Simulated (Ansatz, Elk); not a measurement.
**How far do independent atoms describe CuMoN2?**

The structure of CuMoN2 used here is made up (a known structure type with other elements) and was relaxed beforehand with PBE. The aim is the Fourier transform of its all-electron density, F(hkl), set beside the sum over free spherical atoms that refinements use.

Program: Elk 11.2.3 (patched build). Level of theory: DFT, PBE, all-electron APW+lo, Dirac cores, scalar-relativistic bands, static density, no spin. Results are calculated unless marked as measured.

This account leaves out most program logs.

The structure was built from a prototype and need not be the compound's stable phase.

## Step 1: Set-up

Symmetry: Cmcm, No. 63, orthorhombic system. The conventional cell has a = 2.861 Å, b = 5.173 Å, c = 10.899 Å, α = 90.00°, β = 90.00°, γ = 90.00°. Mo has 6 N at 2.09 to 2.10 Å nearest. Cu has 4 N at 2.08 Å nearest. Nearest to N lie 2 Cu at 2.08 Å and 3 Mo at 2.09 to 2.10 Å. Farther neighbours and most contacts between anions are not listed.

## Step 2: Ground state and structure factors

An all-electron density is needed, since X-rays see the cores too. Task 0 finds the density and task 195 Fourier-transforms it; tshift is off so that phases refer to the origin typed.

Contents of elk.in:

```
tasks
  0
  195

xctype
  20

spinpol
  .false.

rgkmax
  7.0

gmaxvr
  14.0

lmaxo
  7

lmaxapw
  8

swidth
  0.002

tshift
  .false.

ramdisk
  .false.

hmaxvr
  5.5

maxscl
  120

epspot
  1e-06

sppath
  './'

avec
  2.70335557509 -4.88824227514 -0.00000000000
  2.70335557509 4.88824227514 -0.00000000000
  -0.00000000000 -0.00000000000 20.59649261306

atoms
  3
  'Mo.in'
  2
  0.8722878980 0.1277121020 0.7500000000   0.000000 0.000000 0.000000
  0.1277121020 0.8722878980 0.2500000000   0.000000 0.000000 0.000000
  'Cu.in'
  2
  -0.0000000000 0.0000000000 0.5000000000   0.000000 0.000000 0.000000
  -0.0000000000 0.0000000000 0.0000000000   0.000000 0.000000 0.000000
  'N.in'
  4
  0.5466543256 0.4533456744 0.8636325177   0.000000 0.000000 0.000000
  0.4533456744 0.5466543256 0.1363674823   0.000000 0.000000 0.000000
  0.4533456744 0.5466543256 0.3636325177   0.000000 0.000000 0.000000
  0.5466543256 0.4533456744 0.6363674823   0.000000 0.000000 0.000000

ngridk
  9 9 2
```

Launch:

```bash
$ OMP_NUM_THREADS=4 elk
```

Wall time 99 s (4 threads of Arm Neoverse V1, shared host); peak memory 0.24 GiB.

SFACRHO.OUT:

```text

h k l indices transformed by vhmat matrix:
   1.000000000       0.000000000       0.000000000    
   0.000000000       1.000000000       0.000000000    
   0.000000000       0.000000000       1.000000000    

      h      k      l  multipl.   |H|            Re(F)            Im(F)           |F|

      0      0      0      1   0.0000000       170.00000      0.29844650E-15   170.00000    
      0      0      1      2  0.30506094     -0.14636631E-13 -0.23607469E-14  0.14825791E-13
      0      0     -2      2  0.61012187      -27.283444     -0.16053079E-13   27.283444    
      0      0     -3      2  0.91518281      0.39188398E-13  0.58310448E-13  0.70255526E-13
      0      0      4      2   1.2202437       96.001243      0.45326340E-13   96.001243    
     -1      1      0      2   1.2853670       61.036951      0.12511959E-13   61.036951    
      1     -1     -1      2   1.3210717       57.909838      0.27030552E-13   57.909838    
      1     -1      1      2   1.3210717      -57.909838     -0.19830274E-13   57.909838    
      0      1      0      4   1.3279828       73.924693     -0.21246722E-13   73.924693    
      0      1     -1      4   1.3625713      -51.098788      0.19358124E-13   51.098788    
     -1      0      1      4   1.3625713       51.098788     -0.15580929E-13   51.098788    
      1     -1      2      2   1.4228201       45.463271      0.25732141E-13   45.463271    
      1     -1     -2      2   1.4228201       45.463271     -0.33050456E-14   45.463271    
      0      1     -2      4   1.4614332       3.1102529     -0.33050456E-14   3.1102529    
      1      0     -2      4   1.4614332       3.1102529     -0.25023917E-13   3.1102529    
      0      0      5      2   1.5253047     -0.65864838E-13 -0.78376797E-13  0.10237724E-12
      1     -1     -3      2   1.5778872      -67.091575      0.18885975E-13   67.091575    
      1     -1      3      2   1.5778872       67.091575     -0.21549193E-13   67.091575
```

Elk indexes on the primitive cell of elk.in and gives |H| = 4π sin θ/λ in inverse bohr. Below, one row stands for each form hkl of the conventional cell (m members, Friedel mates merged), F is for one primitive cell and the density is static (no thermal factor). Free-atom factors are Waasmaier and Kirfel's, and R is Σm||F|−|F'||/Σm|F|.

```
hkl  m  sin θ/λ (Å⁻¹)  abs F, DFT  neutral atoms   diff.
001  2          0.046       0.000          0.000  +0.000
002  2          0.092      27.283         27.127  +0.157
003  2          0.138       0.000          0.000  +0.000
004  2          0.183      96.001         97.861  -1.860
020  2          0.193      61.037         60.835  +0.202
021  4          0.199      57.910         58.799  -0.889
110  4          0.200      73.925         75.762  -1.837
111  8          0.205      51.099         51.267  -0.168
022  4          0.214      45.463         46.204  -0.740
112  8          0.220       3.110          3.226  -0.116
005  2          0.229       0.000          0.000  +0.000
023  4          0.237      67.092         67.356  -0.264
113  8          0.242      41.705         42.202  -0.497
024  4          0.267      27.650         28.609  -0.959
114  8          0.271      95.820         96.156  -0.336
006  2          0.275      11.626         11.668  -0.042
025  4          0.300      63.299         63.280  +0.019
115  8          0.304      37.073         37.266  -0.193
007  2          0.321       0.000          0.000  +0.000
026  4          0.336      42.874         42.993  -0.119
130  4          0.339      10.457         10.039  +0.418
116  8          0.340       5.247          4.768  +0.479
```

## Step 3: The highest occupied states alone

An energy window below the Fermi level keeps the highest occupied states, to see at which angles they scatter; shallow core shells can lie inside it and anion s states outside. No new self-consistency is needed.

Edit elk.in of step 2 so:

```diff
@@ -1,3 +1,2 @@
 tasks
-  0
   195
@@ -40,2 +39,5 @@
 
+wsfac
+  -0.167820 0.683420
+
 sppath
```

Launch:

```bash
$ OMP_NUM_THREADS=4 elk
```

Wall time 14 s (4 threads); peak memory 0.19 GiB.

States within 15 eV below the Fermi level hold 51.64 electrons; any levels below the window count with the cores, and a count that is not whole means the window cuts a band. Their amplitudes can exceed the total, where window and core parts have opposite phase:

```
hkl  sin θ/λ (Å⁻¹)  abs F, window  abs F, all
001          0.046          0.000       0.000
002          0.092          8.878      27.283
003          0.138          0.000       0.000
004          0.183          6.562      96.001
020          0.193         22.455      61.037
021          0.199          1.816      57.910
110          0.200          5.399      73.925
111          0.205          3.803      51.099
022          0.214         11.875      45.463
112          0.220         12.464       3.110
```

## Step 4: Another functional

The difference from free atoms is small, so it is set against the change that PBEsol makes.

Edit elk.in of step 3 so:

```diff
@@ -1,2 +1,3 @@
 tasks
+  0
   195
@@ -4,3 +5,3 @@
 xctype
-  20
+  22
 
@@ -39,5 +40,2 @@
 
-wsfac
-  -0.167820 0.683420
-
 sppath
```

Launch:

```bash
$ OMP_NUM_THREADS=4 elk
```

It took 1.7 min on 4 threads; peak memory 0.24 GiB; 6.1 min of CPU time.

Against the first run R = 0.03 %; the largest change is -0.098 at 114.

## Step 5: Basis size

The basis and the expansions that go with it are enlarged, to see whether the differences are converged.

Edit elk.in of step 4 so:

```diff
@@ -5,3 +5,3 @@
 xctype
-  22
+  20
 
@@ -11,12 +11,12 @@
 rgkmax
-  7.0
+  8.5
 
 gmaxvr
-  14.0
+  18.0
 
 lmaxo
-  7
+  9
 
 lmaxapw
-  8
+  10
```

Launch:

```bash
$ OMP_NUM_THREADS=4 elk
```

Run time: 4.9 min. Hardware: 4 threads; peak memory 0.47 GiB; 18 min of CPU time.

Against the first run R = 0.02 %; the largest change is +0.020 at 200.

## Step 6: Settings against the effect

```
                              run  R against the first run (%)  R against neutral atoms, low angle (%)  wall time
                    PBE, rgkmax 7                         0.00                                    1.07       99 s
                           PBEsol                         0.03                                    1.09    1.7 min
rgkmax 8.5 with larger expansions                         0.02                                    1.07    4.9 min
```

## Step 7: What came out

```
R against neutral atoms, sin θ/λ < 0.3 Å⁻¹ : 1.07 %
R against neutral atoms, 0.3 to 0.69 Å⁻¹   : 0.44 %
```

Independent neutral atoms miss the calculated amplitudes by R = 1.07 % below 0.3 Å⁻¹ and 0.44 % from there to 0.69 Å⁻¹; by shells, 0.58 % below 0.15 Å⁻¹ (1 form), 1.08 % 0.15 to 0.3 (12 forms), 0.61 % 0.3 to 0.45 (31 forms), 0.37 % above 0.45 (91 forms). Bonding, aspherical density and the tables' own atoms all enter these figures, and the runs don't part them. The largest change of an amplitude is -1.86 electrons, at 004. The window's part falls from 51.6 electrons at the origin to at most 4.64 between 0.45 and 0.69 Å⁻¹, where compact states inside the window still scatter. Below 0.3 Å⁻¹ the changes that finished (PBEsol and rgkmax 8.5 with larger expansions) move F by R = 0.07 % at most, against the 1.07 % that separates it from free atoms. The k-mesh has no finished test. These runs have no spin, though d or f shells may be open. Part of the difference isn't bonding: the tables are fits to free atoms and ions calculated by other methods than this functional. Thermal motion, anomalous dispersion and extinction are left out.

[Logs are printed without paths, hosts, clocks, repeated set-up lines and the standing remarks that a program may print on its own settings, such as how far it seeks lower states.]

[Hosts, paths, dates, database ids (printed as entryN), source tags and the programs' standing remarks are cut or masked in the printed files.]
